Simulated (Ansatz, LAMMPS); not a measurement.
# Squeezing and shearing glassy 83GeO2-8Al2O3-8SrO (mol %) (111 atoms)

How stiff is glassy 83GeO2-8Al2O3-8SrO (mol %) (111 atoms), and how do its levels respond to strain?

Method: Kohn-Sham DFT, PBE, PAW (set soft_1), plane waves, in Ansatz 0.2.0.

**1. The starting structure**

The cell holds 111 atoms: 30 Ge, 6 Al, 3 Sr and 72 O. Its edges and angles: a = 11.866 Å, b = 11.866 Å, c = 11.866 Å, α = 90.0°, β = 90.0°, γ = 90.0°. 111 atoms (30 Ge, 6 Al, 3 Sr, 72 O) placed at random at 3.7 g/cm³, melted at 4000 K for 10 ps at fixed volume with the Morse and Coulomb pair potential with partial charges (Pedone, Malavasi, Menziani, Cormack and Segre, J. Phys. Chem. B 110, 11780 (2006)). Quenched from 4000 K to 300 K at 10 K/ps and fixed volume, held 10 ps at zero pressure.

Limits known from the start: The quench rate of 10 K/ps is many orders above laboratory rates, so the cell is likely richer in defects and strain than a real sample. The starting topology of bonds comes from the classical model, and needn't be the one that DFT or experiment would give. The Brillouin zone is sampled at Γ only.

**2. Single point at the start**

The forces at the start show how far the geometry lies from a minimum of this functional.

The input, input.yaml:

```yaml
crystal:
  lattice:
    - [11.8657, 0.0, 0.0]
    - [0.0, 11.8657, 0.0]
    - [0.0, 0.0, 11.8657]
  atoms:
    - { symbol: Ge, position: [0.90803, 0.95387, 0.79632] }
    - { symbol: Ge, position: [0.45859, 0.49842, 0.1966] }
    - { symbol: Ge, position: [0.49212, 0.03427, 0.64225] }
    - { symbol: Ge, position: [0.18362, 0.67884, 0.86512] }
    - { symbol: Ge, position: [0.99534, 0.98788, 0.20902] }
    - { symbol: Ge, position: [0.66671, 0.37828, 0.8113] }
    - { symbol: Ge, position: [0.92193, 0.34288, 0.61257] }
    - { symbol: Ge, position: [0.47953, 0.99758, 0.35384] }
    - { symbol: Ge, position: [0.35063, 0.26569, 0.75236] }
    - { symbol: Ge, position: [0.29679, 0.44497, 0.96683] }
    - { symbol: Ge, position: [0.57054, 0.21167, 0.98836] }
    - { symbol: Ge, position: [0.18896, 0.0349, 0.41951] }
    - { symbol: Ge, position: [0.11555, 0.73415, 0.14417] }
    - { symbol: Ge, position: [0.18282, 0.32999, 0.19224] }
    - { symbol: Ge, position: [0.92128, 0.56843, 0.47227] }
    - { symbol: Ge, position: [0.69235, 0.39748, 0.16832] }
    - { symbol: Ge, position: [0.31399, 0.11346, 0.07623] }
    - { symbol: Ge, position: [0.93237, 0.68592, 0.73361] }
    - { symbol: Ge, position: [0.52833, 0.38587, 0.57734] }
    - { symbol: Ge, position: [0.76391, 0.97469, 0.36373] }
    - { symbol: Ge, position: [0.92078, 0.53666, 0.09778] }
    - { symbol: Ge, position: [0.43752, 0.62746, 0.47168] }
    - { symbol: Ge, position: [0.18697, 0.51072, 0.40113] }
    - { symbol: Ge, position: [0.45828, 0.76469, 0.72675] }
    - { symbol: Ge, position: [0.68522, 0.96618, 0.97438] }
    - { symbol: Ge, position: [0.16326, 0.27093, 0.55992] }
    - { symbol: Ge, position: [0.70669, 0.70655, 0.38372] }
    - { symbol: Ge, position: [0.6729, 0.64379, 0.8433] }
    - { symbol: Ge, position: [0.06331, 0.12465, 0.96218] }
    - { symbol: Ge, position: [0.76261, 0.10637, 0.61109] }
    - { symbol: Al, position: [0.50395, 0.7887, 0.98313] }
    - { symbol: Al, position: [0.32279, 0.88546, 0.23103] }
    - { symbol: Al, position: [0.72212, 0.73926, 0.10242] }
    - { symbol: Al, position: [0.52651, 0.2598, 0.33071] }
    - { symbol: Al, position: [0.50611, 0.73292, 0.25154] }
    - { symbol: Al, position: [0.94114, 0.37236, 0.87339] }
    - { symbol: Sr, position: [0.1902, 0.76955, 0.57292] }
    - { symbol: Sr, position: [0.87128, 0.25055, 0.3384] }
    - { symbol: Sr, position: [0.20443, 0.99117, 0.75341] }
    - { symbol: O, position: [0.47375, 0.12783, 0.29142] }
    - { symbol: O, position: [0.31858, 0.97531, 0.11255] }
    - { symbol: O, position: [0.5757, 0.27581, 0.85807] }
    - { symbol: O, position: [0.28868, 0.60156, 0.45166] }
    - { symbol: O, position: [0.45299, 0.85671, 0.30696] }
    - { symbol: O, position: [0.4176, 0.35893, 0.66361] }
    - { symbol: O, position: [0.72035, 0.88542, 0.08792] }
    - { symbol: O, position: [0.21082, 0.11443, 0.96544] }
    - { symbol: O, position: [0.25858, 0.20793, 0.17332] }
    - { symbol: O, position: [0.05507, 0.57931, 0.41104] }
    - { symbol: O, position: [0.64516, 0.70781, 0.9725] }
    - { symbol: O, position: [0.7935, 0.9427, 0.88671] }
    - { symbol: O, position: [0.46554, 0.01051, 0.50359] }
    - { symbol: O, position: [0.2335, 0.77208, 0.21932] }
    - { symbol: O, position: [0.93587, 0.64276, 0.59859] }
    - { symbol: O, position: [0.56954, 0.70406, 0.43838] }
    - { symbol: O, position: [0.78194, 0.83339, 0.39976] }
    - { symbol: O, position: [0.97161, 0.39778, 0.73142] }
    - { symbol: O, position: [0.54751, 0.28033, 0.48262] }
    - { symbol: O, position: [0.63922, 0.50948, 0.86155] }
    - { symbol: O, position: [0.78415, 0.06107, 0.47478] }
    - { symbol: O, position: [0.83168, 0.44678, 0.16572] }
    - { symbol: O, position: [0.33464, 0.34022, 0.87246] }
    - { symbol: O, position: [0.08443, 0.01506, 0.31652] }
    - { symbol: O, position: [0.62712, 0.98622, 0.34472] }
    - { symbol: O, position: [0.003, 0.24558, 0.91435] }
    - { symbol: O, position: [0.66704, 0.10603, 0.98795] }
    - { symbol: O, position: [0.44209, 0.16226, 0.02627] }
    - { symbol: O, position: [0.41472, 0.69284, 0.6076] }
    - { symbol: O, position: [0.94707, 0.8338, 0.7416] }
    - { symbol: O, position: [0.65873, 0.72862, 0.24186] }
    - { symbol: O, position: [0.17488, 0.39818, 0.4974] }
    - { symbol: O, position: [0.03611, 0.61292, 0.16419] }
    - { symbol: O, position: [0.16613, 0.96375, 0.54064] }
    - { symbol: O, position: [0.01462, 0.07043, 0.08736] }
    - { symbol: O, position: [0.40468, 0.131, 0.72026] }
    - { symbol: O, position: [0.95596, 0.47814, 0.97492] }
    - { symbol: O, position: [0.21867, 0.16967, 0.47402] }
    - { symbol: O, position: [0.86212, 0.01941, 0.26642] }
    [... 27 atom lines left out ...]
    - { symbol: O, position: [0.44796, 0.3721, 0.25971] }
    - { symbol: O, position: [0.13961, 0.724, 0.99862] }
    - { symbol: O, position: [0.81106, 0.24833, 0.60688] }
    - { symbol: O, position: [0.60405, 0.51487, 0.18143] }
    - { symbol: O, position: [0.79434, 0.34411, 0.85123] }
    - { symbol: O, position: [0.46096, 0.90434, 0.70054] }
kpoints:
  mp_grid: { grid: [1, 1, 1] }
hamiltonian:
  xc: pbe
  pseudopotentials: { kind: paw, azcp: { folder: soft_1 } }
scf:
  occupations: { method: gaussian, width: 0.025 }
output:
  forces: true
```

The run is started by

```
ansatz run input.yaml --threads 4 --pin off --max-ram 8192MiB --backend cpu --events-out ev --progress --plain --runs-dir out
```

Numbers of over 12 decimals in the logs are rounded to 6 here.

Log:

```text
Engine: ansatz 0.2.0, aarch64-unknown-linux-gnu
Pseudopotentials: kind: paw
Pseudopotential: Ge, paw, valence charge 14, recommended cutoff 420 eV (normal), soft_1/Ge.paw.azcp
Pseudopotential: Al, paw, valence charge 3, recommended cutoff 420 eV (normal), soft_1/Al.paw.azcp
Pseudopotential: Sr, paw, valence charge 10, recommended cutoff 420 eV (normal), soft_1/Sr.paw.azcp
Pseudopotential: O, paw, valence charge 6, recommended cutoff 420 eV (normal), soft_1/O.paw.azcp
[... 5 lines on functional and potentials left out ...]
Crystal: 111 atoms, lattice volume = 1670.629 Å³
Basis set: ecut = 420 eV, 32675 PW (Γ), exchange–correlation on 160×160×160 points (8 copies of the dense FFT grid, shifted against one another)
Bands: 561, of which v1, the nominal top of the filled ones, is band 450 counted from 1 (449 counted from 0)
Symmetry: 1 space group operations
Space group: P1 (ITA 1), of the structure as read, at distance tolerance 1.2e-4 Å
k-points: 1
[... 9 lines on functional and potentials left out ...]
Initial density: superposition of atomic densities (chi_scale 0.1, normalization cell, long waves kept (reshape's long-wave potential 0.84 eV rms))
Initial wavefunctions: pseudopotential atomic-orbital guess
Functional: x = pbe(κ = 0.804, μ = 0.219515), c = pbe(β = 0.066725)
SCF iter   1: F=—  HF=-183611.410348 eV  |F-HF|=—  |Δ(HF+E_count)|=         —  Δρ=1.01e-1  dr2=1.39e2  ethr=3.10e-3  ⟨swp⟩=8.0  Hψ=2666  notcnv=0  defer=77
preconditioner: auto → Resta (q_TF=auto, 2.461 Å⁻¹)  ε∞=2.7  [insulator: Δε(μ)=1.771 eV  Ē_g=20.830 eV  σ=0.025 eV  W_gap=1.00  n_scr=436 (ndim 8)  ℏωp=27.2 eV  f_vac=0.125  D(μ)=0.00/eV (n_scr^D=0)  ε∞_Penn≈2.7]
SCF iter   2: F=—  HF=-183574.857353 eV  |F-HF|=—  |Δ(HF+E_count)|=    3.66e1  Δρ=4.32e-2  dr2=1.92e1  ethr=3.10e-3  ⟨swp⟩=3.0  Hψ=1032  notcnv=0  defer=103
SCF iter   3: F=—  HF=-183570.563378 eV  |F-HF|=—  |Δ(HF+E_count)|=    4.29e0  Δρ=1.65e-2  dr2=4.43e0  ethr=2.13e-3  ⟨swp⟩=4.0  Hψ=1525  notcnv=0  defer=63
automatic band count: iteration 3 solves 521 bands in place of 561: the levels show a gap, and the empty bands left out lie too high to hold charge; the band table lists the bands solved (type scf.n_extra_bands for more)
SCF iter   4: F=—  HF=-183569.885704 eV  |F-HF|=—  |Δ(HF+E_count)|=   6.78e-1  Δρ=5.62e-3  dr2=4.73e-1  ethr=4.93e-4  ⟨swp⟩=5.0  Hψ=1530  notcnv=0  defer=62
SCF iter   5: F=—  HF=-183569.888556 eV  |F-HF|=—  |Δ(HF+E_count)|=   2.85e-3  Δρ=2.56e-3  dr2=9.93e-2  ethr=5.26e-5  ⟨swp⟩=3.0  Hψ=924  notcnv=0  defer=62
SCF iter   6: F=—  HF=-183569.940292 eV  |F-HF|=—  |Δ(HF+E_count)|=   5.17e-2  Δρ=1.36e-3  dr2=2.79e-2  ethr=1.10e-5  ⟨swp⟩=3.0  Hψ=919  notcnv=0  defer=62
SCF iter   7: F=—  HF=-183569.941752 eV  |F-HF|=—  |Δ(HF+E_count)|=   1.46e-3  Δρ=2.92e-4  dr2=1.90e-3  ethr=3.10e-6  ⟨swp⟩=3.0  Hψ=1057  notcnv=0  defer=62
SCF iter   8: F=—  HF=-183569.944470 eV  |F-HF|=—  |Δ(HF+E_count)|=   2.72e-3  Δρ=2.30e-4  dr2=7.88e-4  ethr=2.11e-7  ⟨swp⟩=2.0  Hψ=909  notcnv=0  defer=62
SCF iter   9: F=—  HF=-183569.944658 eV  |F-HF|=—  |Δ(HF+E_count)|=   1.88e-4  Δρ=4.75e-5  dr2=4.36e-5  ethr=8.76e-8  ⟨swp⟩=2.0  Hψ=785  notcnv=0  defer=62
SCF iter  10: F=—  HF=-183569.944902 eV  |F-HF|=—  |Δ(HF+E_count)|=   2.44e-4  Δρ=2.26e-5  dr2=8.13e-6  ethr=4.84e-9  ⟨swp⟩=2.0  Hψ=909  notcnv=0  defer=62
SCF iter  11: F=—  HF=-183569.944912 eV  |F-HF|=—  |Δ(HF+E_count)|=   1.05e-5  Δρ=2.20e-5  dr2=6.63e-6  ethr=9.04e-10  ⟨swp⟩=3.0  Hψ=918  notcnv=0  defer=62
SCF iter  12: F=—  HF=-183569.944912 eV  |F-HF|=—  |Δ(HF+E_count)|=   5.19e-7  Δρ=3.10e-6  dr2=1.67e-7  ethr=7.36e-10  ⟨swp⟩=3.0  Hψ=784  notcnv=0  defer=62
SCF iter  13: F=-183569.944912 eV  HF=-183569.944912 eV  |F-HF|=3.16e-8  |Δ(HF+E_count)|=   2.51e-7  Δρ=2.50e-6  dr2=8.80e-8  ethr=1.11e-11  ⟨swp⟩=5.0  Hψ=1712  notcnv=0
SCF 1 converged in 13 iterations: F = -183569.944912 eV  dr2 = 8.80e-8
  greatest PAW one-centre occupation: 0.999 electrons in one spin orbital (limit 2), on the Ge atom at site 21 (counted from 0), in its partial waves of l = 2
SCF converged after 13 iterations
Free energy (F): -183569.944912 eV
Harris-Foulkes:  -183569.944912 eV  (|F-HF|=3.16e-8)
Internal energy: -183569.944912 eV  (E = F + TS)
E sigma→0 (E₀):  -183569.944912 eV
Fermi energy:    5.045801 eV
--- Per-component energies (eV) ---
  E_band       = -8262.242099
  E_kinetic    = 15865.148175
  E_local      = -124079.721625  (includes V_loc(G=0)·N_el)
  E_nonlocal   = 11371.365726
  E_hartree    = 55117.023038
  E_xc         = -7993.750319
  E_vxc        = -9101.850362  (∫ρ·V_xc dr)
  E_paw        = -83340.765251  (= ΣΔE_a)
  E_vpaw       = -12551.279808  (= ΣTr[D̂ρ^β])
  E_aug_tail   = 0.057289  (compensation charges beyond the density's cutoff)
  E_ewald      = -50509.301945
  E_smearing   = -0.000000  (= −TS)
  E_closure    = 0.000000  (closes the sum)
  Σ components = -183569.944912   (vs F -183569.944912, Δ=0.00e0)
--- Forces (eV/Å), atoms counted from 1 ---
  atom   1  Ge    -2.76851518     2.90748115     2.85287056
  atom   2  Ge    -0.33162756    -1.56939466    -0.86882591
  atom   3  Ge    -0.13250974     0.86399371    -0.26731045
  atom   4  Ge    -1.38913654     2.16365416     0.56057703
  atom   5  Ge     0.71128114    -1.34313987    -2.24823678
  atom   6  Ge    -0.67606097     0.02358914    -1.17869681
  atom   7  Ge    -0.08646316    -1.90796029     1.76399885
  atom   8  Ge     0.24354597     1.26810649     2.22552817
  atom   9  Ge     1.26247660     0.82319734    -1.68207686
  atom  10  Ge    -0.54976985    -0.11160791     1.45660534
  atom  11  Ge     0.52743032    -0.04195146    -0.07997597
  atom  12  Ge    -0.64933948     1.86190140     0.00201193
  atom  13  Ge    -0.18865180    -0.40539507    -1.41035271
  atom  14  Ge    -1.29770497    -0.46749406    -0.54701621
[...]
atom 110  O      2.95363327    -0.90405412     0.90989802
  atom 111  O     -0.84117638     2.00805072     0.18002999
  max |Σ_I F_I| component: 1.15e-4 eV/Å
```

It took 33 s on 4 threads of Arm Neoverse V2, shared host; peak memory 2.6 GiB; 2 min of CPU time.

The column dr2 measures how far the density is from self-consistency, as an energy; F and HF (Harris–Foulkes) agree once it is small.

The r.m.s. force at the start is 1.2 eV/Å.

(Part 1 of 4 ends here.)

[Logs are printed without paths, hosts, clocks, repeated set-up lines and the standing remarks that a program may print on its own settings, such as how far it seeks lower states.]

[Hosts, paths, dates, database ids (printed as entryN), source tags and the programs' standing remarks are cut or masked in the printed files.]
